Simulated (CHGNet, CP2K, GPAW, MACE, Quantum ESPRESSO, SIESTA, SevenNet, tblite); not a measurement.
# Forces in TiO2(110) slab (48 atoms), program by program

One geometry of TiO2(110) slab (48 atoms) is solved by several programs and methods. How far do their forces lie from a plane-wave PBE run?

Results are calculated, not measured.

**1. The structure**

The cell holds 48 atoms (16 Ti and 32 O), with edges of 5.92, 6.50 and 24.28 Å. Recipe: rutile TiO2 (cell 4.594, 4.594, 2.959, 90, 90, 90), (110) slab of 4 repeat layers, 2 x 1 surface cells, 12 Å of vacuum; every coordinate displaced by a Gaussian of 0.02 Å. Then every atom was moved at random, 0.05 Å r.m.s. a Cartesian component.

**2. The reference input**

Quantum ESPRESSO 7.5: Kohn-Sham DFT, PBE, SSSP efficiency 1.3.0 pseudopotentials, plane waves. Its input, pw.in:

```
&control
  calculation = 'scf'
  pseudo_dir = './pseudo'
  outdir = './tmp'
  disk_io = 'none'
  tprnfor = .true.
/
&system
  ibrav = 0
  nat = 48
  ntyp = 2
  ecutwfc = 60
  ecutrho = 480
  nosym = .true.
  occupations = 'smearing'
  smearing = 'fd'
  degauss = 0.003675
/
&electrons
  conv_thr = 2.4e-07
  electron_maxstep = 100
  mixing_beta = 0.4
  mixing_mode = 'local-TF'
  diagonalization = 'david'
/
ATOMIC_SPECIES
Ti 47.867 Ti.upf
O 15.999 O.upf
CELL_PARAMETERS angstrom
5.91800 0.00000 0.00000
0.00000 6.49690 0.00000
0.00000 0.00000 24.27914
ATOMIC_POSITIONS crystal
Ti 0.00177 0.00025 0.29844
Ti 0.24004 0.48481 0.30107
O 0.00015 0.49873 0.24570
O 0.00126 0.49386 0.35166
[... 42 atom lines left out ...]
O 0.74647 0.30574 0.70116
O 0.75437 0.69691 0.70335
K_POINTS gamma
```

```console
$ OMP_NUM_THREADS=1 mpirun -np 4 pw.x -in pw.in > output.txt
```

Elapsed: 2.4 min, on 4 MPI ranks of Arm Neoverse V1, shared host; peak memory 2.6 GiB.

It converged with an r.m.s. force component of 1.8 eV/Å.

**3. The other programs**

- CHGNet: machine-learned potential, published weights.
- CP2K 2026.2: Gaussian basis with GTH pseudopotentials and a plane-wave density; labels give functional, basis (MOLOPT sets; SR short-range, UZH the newer set with its own potentials), grid cutoff/relative cutoff and solver (OT: orbital transformation; TRS4, TC2, SIGN: linear-scaling purification with its sparsity filter), or its built-in tight binding.
- GPAW 26.7.0: PAW with atomic orbitals (LCAO), plane waves or a real-space grid of spacing h.
- MACE: machine-learned potential, published weights.
- Quantum ESPRESSO 7.5: plane waves; labels (QE) give functional, pseudopotential set and cutoffs of waves/density.
- SIESTA 5.4.2: numerical atomic orbitals, whose automatically made sets are far from complete, with PseudoDojo norm-conserving potentials that we converted to its format (checked against plane waves on the same files for H, C, O, Si, Ge and Ca alone); labels give functional, basis size, energy shift and mesh cutoff.
- SevenNet: machine-learned potential, published weights.
- tblite 0.8.0: extended tight binding, driven from Python.

All use the same cell and atoms, and the electronic-structure runs the same k-mesh.

**4. All runs compared**

Differences are against the reference: forces as r.m.s. over components, share as that over the reference's r.m.s. force, slope as the fitted ratio of a run's forces to the reference's.

| run | Δ force, r.m.s. (meV/Å) | share (%) | slope | cores | CPU time | memory (GiB) |
| --- | --- | --- | --- | --- | --- | --- |
| reference | - | - | - | 4 | 9.6 min | 2.6 |
| CHGNet 0.3.0 potential | 458 | 25.1 | 0.853 | 1 | 3.8 s | 1.1 |
| CP2K PBE+D3(BJ), DZVP-MOLOPT-SR, 800/50 Ry, diagonalisation | 44.6 | 2.45 | 1.009 | 4 | 11 min | 5.7 |
| CP2K PBE, DZVP-MOLOPT-SR, 280/50 Ry, diagonalisation (coarse) | 100 | 5.49 | 1.014 | 2 | 7.2 min | 1.2 |
| CP2K PBE, DZVP-MOLOPT-SR, 400/50 Ry, diagonalisation (coarse) | 89.7 | 4.92 | 1.015 | 2 | 7.7 min | 1.6 |
| CP2K PBE, DZVP-MOLOPT-SR, 800/30 Ry, diagonalisation (coarse) | 32.1 | 1.76 | 1.014 | 4 | 8.6 min | 5.6 |
| CP2K PBE, DZVP-MOLOPT-SR, 800/50 Ry, diagonalisation | 32.3 | 1.77 | 1.014 | 4 | 11 min | 5.6 |
| CP2K PBE, SZV-MOLOPT-SR, 800/50 Ry, diagonalisation (coarse) | 405 | 22.2 | 1.064 | 2 | 5.6 min | 4.5 |
| CP2K PBE, TZVP-MOLOPT (SR for Ti), 800/50 Ry, diagonalisation | 29.3 | 1.61 | 1.006 | 4 | 16 min | 5.8 |
| GPAW LDA, LCAO dzp, h 0.18 Å | 105 | 5.75 | 1.021 | 1 | 7 min | 1.2 |
| GPAW PBE, LCAO dzp, h 0.22 Å (coarse) | 203 | 11.2 | 1.027 | 1 | 4.7 min | 0.75 |
| GPAW PBE, LCAO sz(dzp), h 0.18 Å (coarse) | 355 | 19.5 | 1.092 | 1 | 2.8 min | 1.0 |
| MACE MP-0b2 small potential | 493 | 27.1 | 0.847 | 1 | 6.5 s | 0.65 |
| QE PBE, sg15-1.2, 60/240 Ry (coarse) | 32.4 | 1.78 | 1.008 | 2 | 7 min | 0.88 |
| SIESTA PBE, DZP, shift 0.01 Ry, mesh 500 Ry | 84.2 | 4.62 | 1.024 | 2 | 7 min | 1.4 |
| SIESTA optB88-vdW, PBE potentials, DZP, shift 0.01 Ry, mesh 500 Ry | 104 | 5.69 | 1.034 | 2 | 36 min | 2.2 |
| SevenNet 0 potential | 426 | 23.4 | 0.871 | 1 | 8.2 s | 0.77 |
| tblite GFN1-xTB | 899 | 49.3 | 0.571 | 1 | 3.1 s | 0.1 |

Rows marked coarse were listed beforehand as settings not expected to be converged; some can still land near the reference.

Times of the machine-learned potentials are mostly Python's start and the loading of weights.

Runs without a result: GPAW PBE, LCAO dzp, h 0.18 Å (cut off at its time limit); GPAW PBE, LCAO szp(dzp), h 0.18 Å (cut off at its time limit).

CPU time is summed over cores on shared hosts, so it is rough.

**5. What came out**

Forces lie from 1.6 % (CP2K PBE, TZVP-MOLOPT (SR for Ti), 800/50 Ry, diagonalisation) to 49 % (tblite GFN1-xTB) of the reference's r.m.s. force of 1.8 eV/Å away from it. The PBE runs in local orbitals, coarse settings apart, differ by 1.6 % (CP2K PBE, TZVP-MOLOPT (SR for Ti), 800/50 Ry, diagonalisation) to 4.6 % (SIESTA PBE, DZP, shift 0.01 Ry, mesh 500 Ry); basis, grid and potentials can all enter. Tight binding differs by 49 % (tblite GFN1-xTB); it is another model, with fitted parameters of its own, and the xTB methods hold dispersion. Machine-learned potentials differ by 23 % (SevenNet 0 potential) to 27 % (MACE MP-0b2 small potential); they were trained on other programs' data. Among those trained on PBE data the slope goes as low as 0.85, which softening far from their training structures can give, though the reference's k-sampling is untested too.

Rows with another functional or a dispersion term differ by 2.4 % (CP2K PBE+D3(BJ), DZVP-MOLOPT-SR, 800/50 Ry, diagonalisation) to 5.7 % (GPAW LDA, LCAO dzp, h 0.18 Å), which mixes the change of model with differences of basis and potentials, some of them made for another functional. Runs with settings chosen to be coarse differ by 1.8 % (CP2K PBE, DZVP-MOLOPT-SR, 800/30 Ry, diagonalisation) to 22 % (CP2K PBE, SZV-MOLOPT-SR, 800/50 Ry, diagonalisation), their programs' other errors included. From CP2K PBE, DZVP-MOLOPT-SR, 280/50 Ry, diagonalisation to the finer CP2K PBE, DZVP-MOLOPT-SR, 800/50 Ry, diagonalisation the share falls from 5.5 to 1.8 %.

Caveats: Periodic xTB results under one method name differ between programs and library versions. Machine-learned potentials mimic data converged in k, so the reference's own k-point error enters their differences. The cell is under 6 Å thick along one periodic direction, so every atom has periodic images of itself close by, which move with it. The runs have no spin polarisation, so moments on Ti can't form, and no Hubbard term. The electronic-structure runs sample only Γ, in a cell whose shortest periodic width is 6 Å. The slab repeats along its normal with no dipole correction. CP2K warns in some runs that its smearing reaches the highest orbitals computed, so too few empty orbitals were added. Where levels are smeared, the DFT runs use Fermi–Dirac occupations at 580 K (0.05 eV), and energies are free energies. The atoms were displaced at random, and shares hang on the size of the forces that this gives. The reference's cutoffs and mesh weren't converged further here.

[Logs are printed without paths, hosts, clocks, repeated set-up lines and the standing remarks that a program may print on its own settings, such as how far it seeks lower states.]

[Hosts, paths, dates, database ids (printed as entryN), source tags and the programs' standing remarks are cut or masked in the printed files.]

[Cells were taken only where this reference lay near another plane-wave run.]
